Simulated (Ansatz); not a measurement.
# Y3PbC (Pm-3m): from the cell to its phonons

Wanted: vibrations and spectra of Y3PbC (Pm-3m); the cell is already relaxed. After the zone centre comes a 2×2×2 q mesh on a 8×8×8 k mesh.

Method: DFT PBEsol, scalar-relativistic, plane waves, PAW; PAW set soft_1, in Ansatz 0.2.0.

## (1) Starting point

Symmetry: Pm-3m, No. 221, cubic system. The conventional cell has a = 4.858 Å, b = 4.858 Å, c = 4.858 Å, α = 90.00°, β = 90.00°, γ = 90.00°. Y has 2 C at 2.43 Å and 8 Y at 3.43 Å and 4 Pb at 3.43 Å nearest. Pb has 12 Y at 3.43 Å nearest. Nearest to C lie 6 Y at 2.43 Å. Farther neighbours are not listed.

## (2) Zone-centre response

The cell comes from relaxations at this level that are not shown. The zone centre comes first: it holds the modes that light can see, as far as symmetry allows. No field response is asked, since the mesh shows no gap.

The input, input.yaml:

```yaml
crystal:
  lattice:
    - [4.8575543627, 0.0, 0.0]
    - [0.0, 4.8575543627, 0.0]
    - [0.0, 0.0, 4.8575543627]
  atoms:
    - { symbol: "Y", position: [0.5, 0.0, 0.5] }
    - { symbol: "Y", position: [0.0, 0.5, 0.5] }
    - { symbol: "Y", position: [0.5, 0.5, 0.0] }
    - { symbol: Pb, position: [0.0, 0.0, 0.0] }
    - { symbol: C, position: [0.5, 0.5, 0.5] }
kpoints:
  mp_grid: { grid: [8, 8, 8] }
hamiltonian:
  xc: pbesol
  pseudopotentials: { kind: paw, azcp: { folder: soft_1 }, xc_functional: pbe }
scf:
  occupations: { method: methfessel_paxton, width: 0.2 }
output:
  eigenvalues: true
phonons:
  method: dfpt
```

Launch:

```bash
ansatz run input.yaml --threads 4 --pin off --max-ram 10240MiB --backend cpu --events-out ev --progress --plain --runs-dir out
```

Numbers of over 12 decimals in the logs are rounded to 6 here.

The log of the run:

```text
zone centre: on kpoints.mp_grid the ground state, and the responses unless they are solved on pairs of k-points, stand on 125 of the mesh's 512 k-points, reduced under 8 symmetry operations, with k and −k counted as one. Each operation leaves every solved displacement unchanged or reverses it
Engine: ansatz 0.2.0, x86_64-unknown-linux-gnu
Pseudopotentials: kind: paw
Pseudopotential: Y, paw, valence charge 11, recommended cutoff 420 eV (normal), soft_1/Y.paw.azcp
Pseudopotential: Pb, paw, valence charge 14, recommended cutoff 420 eV (normal), soft_1/Pb.paw.azcp
Pseudopotential: C, paw, valence charge 4, recommended cutoff 420 eV (normal), soft_1/C.paw.azcp
Functional definition: PBEsol
  exchange = pbesol_x
  correlation = pbesol_c
Crystal: 5 atoms, lattice volume = 114.618 Å³
Basis set: ecut = 420 eV, 2205 PW (Γ), exchange–correlation on 72×72×72 points (8 copies of the dense FFT grid, shifted against one another)
Bands: 31, of which v1, the nominal top of the filled ones, is band 26 counted from 1 (25 counted from 0)
Symmetry: 48 space group operations
k-points: 125 of 512 (irreducible under 8 space group operations)
Non-local potential: Y, projectors of the file, l = 0: 3, l = 1: 2, l = 2: 2, l = 3: 1
Non-local potential: Pb, projectors of the file, l = 0: 2, l = 1: 2, l = 2: 2, l = 3: 1
Non-local potential: C, projectors of the file, l = 0: 2, l = 1: 2, l = 2: 1
PAW form: soft (Blöchl's): semilocal exchange-correlation on the pseudo side does not see the compensation charge
PAW frozen core: Y, regenerated for the run's functional, and the local potential with it (the file was generated under x = pbe(κ = 0.804, μ = 0.219515), c = pbe(β = 0.066725))
PAW frozen core: Pb, regenerated for the run's functional, and the local potential with it (the file was generated under x = pbe(κ = 0.804, μ = 0.219515), c = pbe(β = 0.066725))
PAW frozen core: C, regenerated for the run's functional, and the local potential with it (the file was generated under x = pbe(κ = 0.804, μ = 0.219515), c = pbe(β = 0.066725))
PAW one-centre angular grid: Y, 590 points (default); XC on 64 Gauss nodes
PAW one-centre angular grid: Pb, 590 points (default); XC on 64 Gauss nodes
PAW one-centre angular grid: C, 110 points (default); XC on 64 Gauss nodes
Initial density: superposition of atomic densities (chi_scale 0.1, normalization cell, long waves kept (reshape's long-wave potential 0.00 eV rms))
Initial wavefunctions: pseudopotential atomic-orbital guess
Functional: x = pbesol(κ = 0.804, μ = 0.123457), c = pbesol(β = 0.046)
SCF iter   1: F=—  HF=-23397.244879 eV  |F-HF|=—  |Δ(HF+E_count)|=         —  Δρ=7.10e-2  dr2=1.82e1  ethr=3.10e-3  ⟨swp⟩=5.7  Hψ=15659  notcnv=0
preconditioner: auto → Kerker (q_TF=auto, 2.384 Å⁻¹)  [metal: Δε(μ)=0.022 eV  Ē_g=8.393 eV  σ=0.200 eV  W_gap=0.09  n_scr=26 (ndim 8)  ℏωp=18.0 eV  f_vac=0.000  D(μ)=2.16/eV (n_scr^D=18)]
SCF iter   2: F=—  HF=-23393.654418 eV  |F-HF|=—  |Δ(HF+E_count)|=    3.59e0  S|Δr|=    0.00e0  Δρ=3.17e-2  dr2=4.47e0  ethr=3.10e-3  ⟨swp⟩=2.9  Hψ=7612  notcnv=0  defer=18
SCF iter   3: F=—  HF=-23392.543356 eV  |F-HF|=—  |Δ(HF+E_count)|=    1.11e0  S|Δr|=    0.00e0  Δρ=1.31e-2  dr2=7.10e-1  ethr=3.10e-3  ⟨swp⟩=2.9  Hψ=7487  notcnv=0  defer=24
SCF iter   4: F=—  HF=-23392.331710 eV  |F-HF|=—  |Δ(HF+E_count)|=   2.12e-1  S|Δr|=    0.00e0  Δρ=2.92e-3  dr2=1.09e-2  ethr=1.39e-3  ⟨swp⟩=6.1  Hψ=26236  notcnv=0
automatic band count: the SCF goes on with 36 bands, as 31 were too few: they end inside the smearing window of the response
SCF iter   5: F=—  HF=-23392.330423 eV  |F-HF|=—  |Δ(HF+E_count)|=   1.29e-3  S|Δr|=    0.00e0  Δρ=1.06e-3  dr2=2.40e-3  ethr=2.15e-5  ⟨swp⟩=2.0  Hψ=6450  notcnv=0
SCF iter   6: F=—  HF=-23392.330025 eV  |F-HF|=—  |Δ(HF+E_count)|=   3.99e-4  S|Δr|=    0.00e0  Δρ=2.70e-4  dr2=9.01e-5  ethr=4.71e-6  ⟨swp⟩=2.6  Hψ=5697  notcnv=0
SCF iter   7: F=—  HF=-23392.330011 eV  |F-HF|=—  |Δ(HF+E_count)|=   1.38e-5  S|Δr|=    0.00e0  Δρ=4.27e-5  dr2=2.34e-6  ethr=1.77e-7  ⟨swp⟩=2.0  Hψ=5158  notcnv=0
SCF iter   8: F=—  HF=-23392.330011 eV  |F-HF|=—  |Δ(HF+E_count)|=   1.84e-7  S|Δr|=    0.00e0  Δρ=1.11e-5  dr2=1.54e-7  ethr=4.59e-9  ⟨swp⟩=2.2  Hψ=5484  notcnv=0
SCF iter   9: F=—  HF=-23392.330011 eV  |F-HF|=—  |Δ(HF+E_count)|=   1.44e-8  S|Δr|=    0.00e0  Δρ=2.20e-6  dr2=6.05e-9  ethr=3.02e-10  ⟨swp⟩=1.7  Hψ=5206  notcnv=0
SCF iter  10: F=—  HF=-23392.330011 eV  |F-HF|=—  |Δ(HF+E_count)|=  2.40e-10  S|Δr|=    0.00e0  Δρ=5.30e-7  dr2=2.88e-10  ethr=1.19e-11  ⟨swp⟩=2.1  Hψ=5448  notcnv=0
SCF iter  11: F=—  HF=-23392.330011 eV  |F-HF|=—  |Δ(HF+E_count)|=  3.27e-11  S|Δr|=    0.00e0  Δρ=1.69e-7  dr2=3.27e-11  ethr=1.00e-12  ⟨swp⟩=2.1  Hψ=5803  notcnv=0
SCF iter  12: F=-23392.330011 eV  HF=-23392.330011 eV  |F-HF|=7.28e-12  |Δ(HF+E_count)|=  3.64e-12  S|Δr|=    0.00e0  Δρ=3.37e-8  dr2=1.87e-12  ethr=1.00e-12  ⟨swp⟩=10.0  Hψ=21005  notcnv=0
SCF 1 converged in 12 iterations: F = -23392.330011 eV  dr2 = 1.87e-12
  greatest PAW one-centre occupation: 0.992 electrons in one spin orbital (limit 2), on the Y atom at site 1 (counted from 0), in its partial waves of l = 0
DFPT response loops at Γ: preconditioner auto → Kerker (q_TF=auto, 2.384 Å⁻¹) (partly filled bands, converged f_vac=0.000); β = 1.00, the filter's whole step (`scf.mixing.beta` (0.50) is not read by the response loops under this deck's `scf.mixing.preconditioner`; to damp them name `kerker` or `kerker_dos`, under which they read `scf.mixing.beta`, and type it under 1.00, their step now; both keys bind the ground state too); Broyden in place of MSR1
SCF converged after 12 iterations
Stability not checked: this state was not tested for a lower state beside it, because cold or Methfessel-Paxton smearing, or corrected tetrahedra, fill the levels in a way that the test cannot read (fill_not_monotonic; see scf.lower_state_search)
Free energy (F): -23392.330011 eV
Harris-Foulkes:  -23392.330011 eV  (|F-HF|=7.28e-12)
Internal energy: -23392.326113 eV  (E = F + TS)
E sigma→0 (E₀):  -23392.329036 eV
Entropy (-TS):   -0.003898 eV (-0.780 meV/atom)
Fermi energy:    11.994705 eV
--- Per-component energies (eV) ---
  E_band       = -278.059554
  E_kinetic    = 1334.912048
  E_local      = -2610.658215  (includes V_loc(G=0)·N_el)
  E_nonlocal   = 415.710255
  E_hartree    = 900.488055
  E_xc         = -784.360489
  E_vxc        = -813.596026  (∫ρ·V_xc dr)
  E_paw        = -18635.545784  (= ΣΔE_a)
  E_vpaw       = -405.403780  (= ΣTr[D̂ρ^β])
  E_aug_tail   = 0.000073  (compensation charges beyond the density's cutoff)
  E_ewald      = -4013.401646
  E_core_change = 0.529591  (= ΣΔE_core)
  E_smearing   = -0.003898  (= −TS)
  E_closure    = 0.000000  (closes the sum)
  Σ components = -23392.330011   (vs F -23392.330011, Δ=0.00e0)
--- Band table (eV; the first three rows and the last of 125) ---
  k-point 0: bands = [... 22 lower, 10.8542, 10.8542, 11.3407, 11.3407, 11.3407, 12.5623, 12.5623, 12.5623, ... 6 higher]
  k-point 1: bands = [... 22 lower, 10.9462, 11.1202, 11.1202, 11.1378, 11.3871, 11.9297, 12.8954, 12.8954, ... 6 higher]
  k-point 2: bands = [... 22 lower, 10.6107, 10.8193, 10.8193, 11.3312, 11.5118, 12.1180, 13.5395, 13.5395, ... 6 higher]
  k-point 124: bands = [... 22 lower, 10.2007, 10.2007, 10.2007, 12.8730, 12.8730, 12.8730, 13.4579, 13.4579, ... 6 higher]
--- Phonons (Γ-DFPT): 4 representative perturbations + reference, on 125 of 512 k-points (Σ response iterations 12) ---
  k mesh reduced under 8 symmetry operations, with k and −k counted as one. Each operation leaves every solved displacement unchanged or reverses it
  ASR residual: 1.169e-5 → 0.000e0 eV/Å²; symmetrization residual: 3.564e-6 eV/Å²
  ASR residual per site (eV/Å²): 8.88e-6 8.88e-6 8.88e-6 7.30e-6 1.17e-5
  Γ frequencies (cm⁻¹): 0.00 0.00 0.00 90.16 90.16 90.16 139.14 139.14 139.14 195.31 195.31 195.31 416.07 416.07 416.07
  non-analytic LO–TO correction: not included (Born effective charges unavailable; polar crystals: no LO–TO splitting at Γ)
```

Wall time 41 s (4 threads of Intel Xeon Platinum 8488C (Sapphire Rapids), shared host); peak memory 1.8 GiB; 2.6 min of CPU time.

Numbers from this step:

| Item | Value |
| --- | --- |
| volume per atom | 22.92 Å³ |
| gap on the k-mesh | 0 eV |
| sum-rule residual before enforcement | 1.17e-5 eV/Å² |
| point group | m-3m |
| highest optical mode at the zone centre (no LO-TO term) | 416.1 cm⁻¹ |
| lowest optical zone-centre mode | 90.16 cm⁻¹ |

Patterns of degenerate modes are one choice out of their space. The modes at Γ (shares of kinetic energy by element, %):

```
mode  frequency (cm⁻¹)  symmetry  Y %  Pb %  C %
   1               0.0  acoustic   55    43    2
   2               0.0  acoustic   55    43    2
   3               0.0  acoustic   55    43    2
   4              90.2       T1u   42    57    1
   5              90.2       T1u   42    57    1
   6              90.2       T1u   42    57    1
   7             139.1       T2u  100     0    0
   8             139.1       T2u  100     0    0
   9             139.1       T2u  100     0    0
  10             195.3       T1u   97     0    3
  11             195.3       T1u   97     0    3
  12             195.3       T1u   97     0    3
  13             416.1       T1u    6     0   94
  14             416.1       T1u    6     0   94
  15             416.1       T1u    6     0   94
```

Displacements in mode 6 (90.2 cm⁻¹), the largest set to 1:
```
Y1   0.11  0.08 -0.73
Y2   0.12  0.07 -0.73
Y3   0.11  0.07 -0.79
Pb4 -0.15 -0.10  1.00
C5   0.08  0.05 -0.53
```

Displacements in mode 13 (416.1 cm⁻¹), the largest set to 1:
```
Y1   0.00 -0.01 -0.01
Y2   0.00  0.00 -0.01
Y3   0.00  0.00 -0.09
Pb4  0.00  0.00 -0.01
C5   0.00  0.10  1.00
```

Before it was imposed, the acoustic sum rule was missed by 1.2e-5 eV/Å². Small misses are needed for a sound result but don't prove that mesh and cutoff are converged. The lowest optical mode is real, 90.2 cm⁻¹.

[end of part 1 of 2]

[Logs are printed without paths, hosts, clocks, repeated set-up lines and the standing remarks that a program may print on its own settings, such as how far it seeks lower states.]

[Hosts, paths, dates, database ids (printed as entryN), source tags and the programs' standing remarks are cut or masked in the printed files.]
